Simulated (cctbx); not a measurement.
# NiBi2Ru3 with cctbx, script by script

Library: cctbx 2025.11. The data are simulated by the first script.

## 1. Simulate the data

run.py:

```python
from cctbx import adptbx, crystal, miller, sgtbx, xray
from cctbx.array_family import flex
from iotbx.shelx import hklf
from scitbx import matrix
import scitbx.random

cs = crystal.symmetry(unit_cell=(5.254, 5.254, 8.795, 90, 90, 120), space_group_symbol='Hall: -P 6c 2c')  # P6_3/mmc
atoms = [  # label, site, U (iso, or U11 U22 U33 U12 U13 U23 in A^2), occupancy
    ("Bi1", (1/3, 2/3, 0.067), (0.0056, 0.0056, 0.0048, 0.0028, 0.0000, 0.0000), 1),
    ("Ru1", (0.6563, 0.82815, 0.75), (0.0071, 0.0086, 0.0055, 0.0035, 0.0000, 0.0000), 1),
    ("Ni1", (0, 0, 0), (0.0158, 0.0158, 0.0081, 0.0079, 0.0000, 0.0000), 1),
]
xs = xray.structure(crystal_symmetry=cs)
for label, site, u, occ in atoms:
    u = adptbx.u_cif_as_u_star(cs.unit_cell(), u) if isinstance(u, tuple) else u
    xs.add_scatterer(xray.scatterer(label, site=site, u=u, occupancy=occ))
xs.set_inelastic_form_factors(0.71073, "sasaki")
xs.show_summary()
p1 = xs.expand_to_p1()
ms = miller.build_set(p1, anomalous_flag=True, d_min=0.8)
flex.set_random_seed(188856)
scitbx.random.set_random_seed(188856)
ms = ms.select(flex.random_double(ms.size()) < 0.95)
i = ms.structure_factors_from_scatterers(p1, algorithm="direct").f_calc().as_intensity_array().data()
i = i / flex.sqrt(1 + 0.3 * i / flex.max(i))  # extinction
i = i * 5000 / flex.max(i)
sig = flex.sqrt(i + flex.pow2(0.03 * i) + 4 ** 2)
noise = scitbx.random.variate(scitbx.random.normal_distribution())(i.size())
data = ms.array(data=i + sig * noise, sigmas=sig).set_observation_type_xray_intensity()
with open("data.hkl", "w") as f:
    data.export_as_shelx_hklf(f)
print("reflections written:", data.size(), " <I/sigma> = %.1f" % flex.mean(data.data() / data.sigmas()))
for h, a, b in list(data.sort("data"))[:12]:
    print("%4d%4d%4d %9.1f %7.1f" % (h + (a, b)))
```

```console
$ python run.py
```

```text
Number of scatterers: 3
At special positions: 3
Unit cell: (5.254, 5.254, 8.795, 90, 90, 120)
Space group: P 63/m m c (No. 194)
reflections written: 1681  <I/sigma> = 11.9
  -2  -2   0    5506.0   165.9
  -4   2   0    5224.3   165.9
   4  -2   0    4962.7   165.9
  -2   4   0    4938.4   165.9
   2  -4   0    4918.1   165.9
   2   2   0    4714.5   165.9
   0   0  -6    3455.3   118.3
   0   0   6    3321.5   118.3
   0  -2  -5    3244.9   109.6
   2   0  -5    3204.5   109.6
  -2   2  -5    3197.7   109.6
  -2   2   5    3194.5   109.6
```

It took 0.24 s on 1 thread of Arm Neoverse V2 (shared host), peak memory 0.07 GiB.

## 2. Symmetry

run.py:

```python
from cctbx import crystal, sgtbx, statistics
from cctbx.array_family import flex
from iotbx.shelx import hklf

p1 = crystal.symmetry(unit_cell=(5.254, 5.254, 8.795, 90, 90, 120), space_group_symbol="P 1")
raw = hklf.reader(file_name="data.hkl").as_miller_arrays(crystal_symmetry=p1, anomalous=True)[0]
print(raw.size(), "reflections to d = %.3f A" % raw.d_min())
isig = raw.data() / raw.sigmas()
print("centring   violations  <I/sigma> of those")
best = "P"
for c in "ABCIRF":
    a = raw.customized_copy(space_group_info=sgtbx.space_group_info("Hall: %s 1" % c)).sys_absent_flags().data()
    m = flex.mean(isig.select(a))
    print("%5s %10d of %5d %8.1f" % (c, (isig.select(a) > 4).count(True), a.count(True), m))
    if (isig.select(a) > 4).count(True) < 0.01 * a.count(True):
        best = c
raw = raw.select(~raw.customized_copy(space_group_info=sgtbx.space_group_info("Hall: %s 1" % best)).sys_absent_flags().data())
isig = raw.data() / raw.sigmas()
rows = []
for s in sgtbx.space_group_symbol_iterator():
    g = sgtbx.space_group(s)
    if g.conventional_centring_type_symbol() != best or not g.is_compatible_unit_cell(p1.unit_cell(), 1e-3, 0.02):
        continue
    rows.append((s, g))
print("Laue class    unique    Rint  (classes that these axes allow; Friedel mates merged)")
rint = {}
for s, g in rows:
    laue = g.build_derived_patterson_group()
    key = laue.type().hall_symbol()
    if key not in rint:
        m = raw.customized_copy(space_group_info=laue.info(), anomalous_flag=False).merge_equivalents()
        rint[key] = m.r_int()
        print("%-14s %6d %7.3f" % (laue.type().lookup_symbol(), m.array().size(), m.r_int()))
floor = min(rint.values())
good = [(s, g) for s, g in rows if rint[g.build_derived_patterson_group().type().hall_symbol()] < 2 * floor + 0.03]
top = max(g.build_derived_patterson_group().order_z() for s, g in good)
print("space group    extra absences  I>4sigma  <I/sigma>")
for s, g in good:
    laue = g.build_derived_patterson_group()
    if laue.order_z() != top:
        continue
    a = raw.customized_copy(space_group_info=g.info()).sys_absent_flags().data()
    a &= ~raw.customized_copy(space_group_info=laue.info()).sys_absent_flags().data()
    bad = (isig.select(a) > 4).count(True)
    if bad <= 0.03 * a.count(True):
        print("%-16s %8d %10d %9s  %s" % (s.universal_hermann_mauguin(), a.count(True), bad, "%.1f" % flex.mean(isig.select(a)) if a.count(True) else "-", "centric" if g.is_centric() else "acentric"))
laue = max(good, key=lambda t: t[1].build_derived_patterson_group().order_z())[1].build_derived_patterson_group()
f = raw.customized_copy(space_group_info=laue.info(), anomalous_flag=False).merge_equivalents().array().eliminate_sys_absent().f_sq_as_f()
f.set_observation_type_xray_amplitude()
bins = max(3, min(8, f.size() // 12))
f.setup_binner(n_bins=bins)
w = statistics.wilson_plot(f, {e: n / laue.order_z() for e, n in {'Bi': 4.0, 'Ru': 6.0, 'Ni': 2.0}.items()}, e_statistics=True)
print("Wilson B = %.2f A^2   <|E^2-1|> = %.3f (0.968 centric, 0.736 acentric)   E^2>4: %.1f %%" % (w.wilson_b, w.mean_e_sq_minus_1, w.percent_e_sq_gt_2))
print("shell (A)         n   <I/sigma>")
m = raw.customized_copy(space_group_info=laue.info(), anomalous_flag=False).merge_equivalents().array().eliminate_sys_absent()
for b in m.setup_binner(n_bins=bins).range_used():
    sel = m.binner().selection(b)
    print("%5.2f - %4.2f %6d %8.1f" % (min(m.binner().bin_d_range(b)[0] if m.binner().bin_d_range(b)[0] > 0 else 99, 99), m.binner().bin_d_range(b)[1], sel.count(True), flex.mean((m.data() / m.sigmas()).select(sel))))
```

```console
$ python run.py
```

```text
1681 reflections to d = 0.801 A
centring   violations  <I/sigma> of those
    A        682 of   831     12.3
    B        681 of   828     12.3
    C        671 of   833     11.8
    I        682 of   835     12.2
    R        893 of  1115     12.2
    F       1017 of  1246     12.1
Laue class    unique    Rint  (classes that these axes allow; Friedel mates merged)
P -1              878   0.028
P 1 1 2/m         475   0.033
P -3              300   0.037
P -3 1 m          181   0.039
P -3 m 1          200   0.039
P 6/m             165   0.039
P 6/m m m         123   0.040
space group    extra absences  I>4sigma  <I/sigma>
P 6 2 2                 0          0         -  acentric
P 63 2 2                9          0      -0.3  acentric
P 6 m m                 0          0         -  acentric
P 63 m c              133          0      -0.2  acentric
P -6 m 2                0          0         -  acentric
P -6 2 m                0          0         -  acentric
P -6 2 c              133          0      -0.2  acentric
P 6/m m m               0          0         -  centric
P 63/m m c            133          0      -0.2  centric
Wilson B = 1.07 A^2   <|E^2-1|> = 0.788 (0.968 centric, 0.736 acentric)   E^2>4: 0.0 %
shell (A)         n   <I/sigma>
 8.80 - 1.60     23     36.0
 1.60 - 1.27     14     46.6
 1.27 - 1.11     17     41.8
 1.11 - 1.01     15     35.8
 1.01 - 0.94     13     50.1
 0.94 - 0.88     12     38.0
 0.88 - 0.84     16     39.7
 0.84 - 0.80     13     34.7
```

Time: 0.27 s.

## 3. Patterson map

run.py:

```python
from cctbx import crystal, maptbx
from iotbx.shelx import hklf

cs = crystal.symmetry(unit_cell=(5.254, 5.254, 8.795, 90, 90, 120), space_group_symbol='Hall: -P 6c 2c')  # P6_3/mmc
raw = hklf.reader(file_name="data.hkl").as_miller_arrays(crystal_symmetry=cs, anomalous=True)[0]
merged = raw.eliminate_sys_absent().merge_equivalents()
fo2 = merged.array().set_observation_type_xray_intensity()
f = fo2.average_bijvoet_mates().f_sq_as_f()
pm = f.patterson_map(symmetry_flags=maptbx.use_space_group_symmetry, sharpening=False, resolution_factor=0.25)
peaks = pm.peak_search(parameters=maptbx.peak_search_parameters(min_distance_sym_equiv=0.4, max_clusters=14)).all()
top = peaks.heights()[0]
print("Patterson group", f.patterson_symmetry().space_group_info())
print("      u       v       w   height  length (A)")
for x, h in zip(peaks.sites(), peaks.heights()):
    y = [t - round(t) for t in x]
    print("%7.3f %7.3f %7.3f %8.1f %8.2f" % (x + (1000 * h / top, cs.unit_cell().length(y))))
```

```console
$ python run.py
```

```text
Patterson group P 6/m m m
      u       v       w   height  length (A)
  0.000   0.000   0.000   1000.0     0.00
  0.333   0.667   0.500    474.7     5.34
  0.000   0.000   0.366    323.6     3.22
  0.000   0.500   0.183    291.9     3.08
  0.333   0.667   0.124    158.4     3.22
  0.155   0.310   0.315    139.1     3.11
  0.000   0.500   0.000    113.9     2.63
  0.178   0.357   0.500     47.2     4.69
  0.000   0.000   0.500     47.2     4.40
  0.000   0.000   0.134     27.0     1.18
  0.108   0.217   0.075     18.7     1.19
  0.111   0.403   0.099     12.9     2.09
  0.206   0.603   0.273     12.8     3.68
  0.091   0.546   0.500     12.6     5.14
```

Time: 0.24 s.

## 4. Charge flipping

run.py:

```python
import itertools
from cctbx import crystal, maptbx
from cctbx.array_family import flex
from iotbx.shelx import hklf
from smtbx.ab_initio import charge_flipping as cf

cs = crystal.symmetry(unit_cell=(5.254, 5.254, 8.795, 90, 90, 120), space_group_symbol='Hall: -P 6c 2c')  # P6_3/mmc
raw = hklf.reader(file_name="data.hkl").as_miller_arrays(crystal_symmetry=cs, anomalous=True)[0]
merged = raw.eliminate_sys_absent().merge_equivalents()
fo2 = merged.array().set_observation_type_xray_intensity()
f = fo2.average_bijvoet_mates().f_sq_as_f().resolution_filter(d_min=0.8)
p1 = f.expand_to_p1()
work = p1
flex.set_random_seed(31204)
it = cf.weak_reflection_improved_iterator(delta=None, weak_reflection_fraction=0.1)
it.start(work, phases=flex.random_double(p1.size()) * 6.2832, f_000=0)
it.delta = 1.2 * it.rho_map.sigma()
print("cycle      R  skewness")
for n, st in enumerate(itertools.islice(it, 300)):
    if n % 25 == 0:
        print("%5d %6.3f %8.2f" % (n, st.r1_factor(), st.rho_map.skewness()))
rho = p1.phase_transfer(it.f_calc).fft_map().apply_volume_scaling()
polish = cf.low_density_elimination_iterator(constant_rho_c=rho.sigma())
polish.start(f_obs=p1, phases=it.f_calc, f_000=0)
for _ in range(8):
    next(polish)
print("origin shift          correlation  skewness")
maps = []
for fc, shift, cc in itertools.islice(cf.f_calc_symmetrisations(f, polish.f_calc, 0), 4):
    m = f.phase_transfer(fc).fft_map(symmetry_flags=maptbx.use_space_group_symmetry, resolution_factor=0.25).apply_sigma_scaling()
    maps.append((m.skewness(), cc, m))
    print("%6.3f %6.3f %6.3f %10.3f %9.2f" % (tuple(shift) + (cc, m.skewness())))
skew, cc, m = max((t for t in maps if t[1] > maps[0][1] - 0.04), key=lambda t: t[0])
print("taken: symmetry correlation %.3f, skewness %.2f" % (cc, skew))
peaks = m.peak_search(parameters=maptbx.peak_search_parameters(min_distance_sym_equiv=0.9, max_clusters=8)).all()
sps = cs.special_position_settings(min_distance_sym_equiv=0.5)
print("peak      x       y       z  mult  height/sigma")
for k, (x, h) in enumerate(zip(peaks.sites(), peaks.heights())):
    ss = sps.site_symmetry(x)
    print("Q%-3d %7.4f %7.4f %7.4f %4d %8.1f" % ((k + 1,) + tuple(t % 1 for t in ss.exact_site()) + (ss.multiplicity(), h)))
```

```console
$ python run.py
```

```text
cycle      R  skewness
    0  0.540     0.40
   25  0.266     3.74
   50  0.251     3.38
   75  0.245     3.35
  100  0.244     3.21
  125  0.241     3.31
  150  0.255     3.46
  175  0.245     3.31
  200  0.246     3.33
  225  0.239     3.25
  250  0.246     3.39
  275  0.247     3.28
origin shift          correlation  skewness
 0.869  0.909  0.299      0.774      1.01
 0.204  0.826  0.300      0.780      0.33
 0.898  0.233  0.025      0.802      0.25
 0.361  0.908  0.212      0.814      4.23
taken: symmetry correlation 0.814, skewness 4.23
peak      x       y       z  mult  height/sigma
Q1    0.3333  0.6667  0.2500    2     17.4
Q2    0.3333  0.6667  0.6202    4      6.1
Q3    0.1692  0.3384  0.5735   12      4.6
Q4    0.0000  0.0000  0.1309    4      3.4
Q5    0.2390  0.4780  0.1669   12      1.7
Q6    0.0443  0.2783  0.7500   12      1.4
Q7    0.3333  0.6667  0.0225    4      1.3
Q8    0.0000  0.0000  0.0000    2      1.2
```

Time: 0.54 s.

## 5. Refinement (model from the peaks)

run.py:

```python
import math
from cctbx import adptbx, crystal, maptbx, sgtbx, xray
from cctbx.array_family import flex
from cctbx.xray import observations
from iotbx.shelx import hklf
from scitbx.lstbx import normal_eqns_solving
from smtbx import absolute_structure, utils
from smtbx.refinement import constraints, least_squares

cs = crystal.symmetry(unit_cell=(5.254, 5.254, 8.795, 90, 90, 120), space_group_symbol='Hall: -P 6c 2c')  # P6_3/mmc
atoms = [  # label, site, U (iso, or U11 U22 U33 U12 U13 U23 in A^2), occupancy
    ("Ru1", (0.3333, 0.6667, 0.25), 0.0200, 1),
    ("Ru2", (0.3333, 0.6667, 0.6202), 0.0200, 1),
]
xs = xray.structure(crystal_symmetry=cs)
for label, site, u, occ in atoms:
    u = adptbx.u_cif_as_u_star(cs.unit_cell(), u) if isinstance(u, tuple) else u
    xs.add_scatterer(xray.scatterer(label, site=site, u=u, occupancy=occ))
xs.set_inelastic_form_factors(0.71073, "sasaki")
raw = hklf.reader(file_name="data.hkl").as_miller_arrays(crystal_symmetry=cs, anomalous=True)[0]
merged = raw.eliminate_sys_absent().merge_equivalents()
fo2 = merged.array().set_observation_type_xray_intensity()
print("Rint %.3f, %d unique reflections to %.2f A" % (merged.r_int(), fo2.size(), fo2.d_min()))
for sc in xs.scatterers():
    sc.flags.set_grad_site(True)
    sc.flags.set_grad_u_aniso(sc.flags.use_u_aniso())
    sc.flags.set_grad_u_iso(sc.flags.use_u_iso())
obs = fo2.as_xray_observations()
extra = {}
rep = constraints.reparametrisation(xs, [], utils.connectivity_table(xs), **extra)
ls = least_squares.crystallographic_ls(obs, rep, weighting_scheme=least_squares.mainstream_shelx_weighting(a=0, b=0))
print("cycle     R1     wR2    GooF  max shift (A)")
for cycle in range(6):
    ls.build_up()
    r1, wr2, goof = ls.r1_factor(cutoff_factor=2)[0], ls.wR2(), ls.goof()
    old = xs.sites_cart()
    normal_eqns_solving.levenberg_marquardt_iterations(ls, n_max_iterations=3, tau=0.0001, step_threshold=1e-7)
    big = flex.max((xs.sites_cart() - old).norms())
    print("%4d %7.4f %7.4f %7.3f %9.5f" % (cycle + 1, r1, wr2, goof, big))
    ls.build_up(objective_only=True)
    if abs(ls.wR2() - wr2) < 5e-5 and big < 5e-4:
        break
ls.build_up()
print("final R1 %.4f wR2 %.4f GooF %.3f  parameters %d  data/parameter %.1f" % (ls.r1_factor(cutoff_factor=2)[0], ls.wR2(), ls.goof(), ls.n_parameters, fo2.size() / ls.n_parameters))
cov = ls.covariance_matrix_and_annotations()
su = dict(zip(cov.annotations, (math.sqrt(max(v, 0)) for v in cov.matrix.matrix_packed_u_diagonal())))
a2 = cs.unit_cell().reciprocal_parameters()[0] ** -2
print("atom        x        y        z      Ueq    occ   su(xyz)  su(Uiso or U11)")
for sc in xs.scatterers():
    s = max(su.get(sc.label + k, 0) for k in (".x", ".y", ".z"))
    npd = "" if sc.is_positive_definite_u(cs.unit_cell()) else "  NPD"
    print("%-5s %8.5f %8.5f %8.5f %8.4f %6.3f %8.5f %7.4f%s" % ((sc.label,) + sc.site + (sc.u_iso_or_equiv(cs.unit_cell()), sc.occupancy, s, su.get(sc.label + ".uiso", su.get(sc.label + ".u11", 0) * a2), npd)))
fo = fo2.f_sq_as_f()
fc = fo.structure_factors_from_scatterers(xs, algorithm="direct").f_calc()
diff = fo.f_obs_minus_f_calc(1 / math.sqrt(ls.scale_factor()), fc).average_bijvoet_mates()
m = diff.fft_map(symmetry_flags=maptbx.use_space_group_symmetry, resolution_factor=0.25).apply_volume_scaling()
print("difference map: max %.2f min %.2f rms %.2f" % (m.statistics().max(), m.statistics().min(), m.statistics().sigma()))
peaks = m.peak_search(parameters=maptbx.peak_search_parameters(min_distance_sym_equiv=0.6, max_clusters=6)).all()
near = xs.closest_distances(peaks.sites(), distance_cutoff=4)
sps = cs.special_position_settings(min_distance_sym_equiv=0.5)
for k, (x, h) in enumerate(zip(peaks.sites(), peaks.heights())):
    ss = sps.site_symmetry(x)
    print("Q%-3d %7.4f %7.4f %7.4f %4d %7.2f  %.2f A from %s" % ((k + 1,) + tuple(t % 1 for t in ss.exact_site()) + (ss.multiplicity(), h, near.smallest_distances[k], xs.scatterers()[near.i_seqs[k]].label)))
```

```console
$ python run.py
```

```text
Rint 0.039, 107 unique reflections to 0.80 A
cycle     R1     wR2    GooF  max shift (A)
   1  0.6690  0.9089  49.811   0.06490
   2  0.6383  0.8876  48.641   0.05543
   3  0.6465  0.8835  48.417   0.01002
   4  0.6461  0.8833  48.406   0.00168
   5  0.6458  0.8833  48.405   0.00029
final R1 0.6458 wR2 0.8833 GooF 48.405  parameters 3  data/parameter 35.7
atom        x        y        z      Ueq    occ   su(xyz)  su(Uiso or U11)
Ru1    0.33333  0.66667  0.25000   0.0201  1.000  0.00000  0.0170
Ru2    0.33333  0.66667  0.63524   0.0001  1.000  0.00449  0.0095
difference map: max 167.25 min -103.22 rms 16.82
Q1    0.3333  0.6667  0.6427    4  167.90  0.07 A from Ru2
Q2    0.3333  0.6667  0.2500    2  100.00  0.00 A from Ru1
Q3    0.1691  0.3383  0.5502   12   60.69  1.67 A from Ru2
Q4    0.1741  0.3483  0.1765   12   59.46  1.59 A from Ru1
Q5    0.0000  0.0000  0.2010    4   50.17  3.06 A from Ru1
Q6    0.2588  0.5177  0.0896   12   49.76  1.56 A from Ru1
```

Time: 0.53 s.

Figures of merit this high mean that the model is still wrong or incomplete.

## 6. Charge flipping

run.py, as its changes from the last script of this kind:

```diff
@@ -13,2 +13,3 @@
-work = p1
-flex.set_random_seed(31204)
+p1.setup_binner_counting_sorted(reflections_per_bin=max(40, p1.size() // 12))
+work = p1.array(data=p1.data() / p1.amplitude_quasi_normalisations().data())
+flex.set_random_seed(31205)
@@ -19,2 +20,2 @@
-for n, st in enumerate(itertools.islice(it, 300)):
-    if n % 25 == 0:
+for n, st in enumerate(itertools.islice(it, 600)):
+    if n % 50 == 0:
```

```console
$ python run.py
```

```text
cycle      R  skewness
    0  0.548     0.32
   50  0.366     2.89
  100  0.333     2.87
  150  0.351     2.82
  200  0.352     2.72
  250  0.357     2.87
  300  0.361     2.73
  350  0.358     2.79
  400  0.353     2.61
  450  0.348     2.87
  500  0.346     2.90
  550  0.349     2.72
origin shift          correlation  skewness
 0.406  0.243  0.327      0.814      0.48
 0.340  0.850  0.324      0.783      1.55
 0.422  0.757  0.325      0.815      0.83
 0.748  0.407 -0.003      0.776      1.70
taken: symmetry correlation 0.776, skewness 1.70
peak      x       y       z  mult  height/sigma
Q1    0.3333  0.6667  0.0725    4     10.6
Q2    0.1770  0.3541  0.7500    6      4.3
Q3    0.0000  0.0000  0.0000    2      2.4
Q4    0.0911  0.1822  0.1346   12      2.3
Q5    0.0753  0.5377  0.1084   12      2.2
Q6    0.1846  0.5923  0.6493   12      2.2
Q7    0.1337  0.5668  0.0050   12      2.0
Q8    0.2200  0.4400  0.1054   12      1.9
```

Run time: 0.6 s on 1 thread of Arm Neoverse V2, with other jobs on the host, peak memory 0.07 GiB.

[Logs are printed without paths, hosts, clocks, repeated set-up lines and the standing remarks that a program may print on its own settings, such as how far it seeks lower states.]
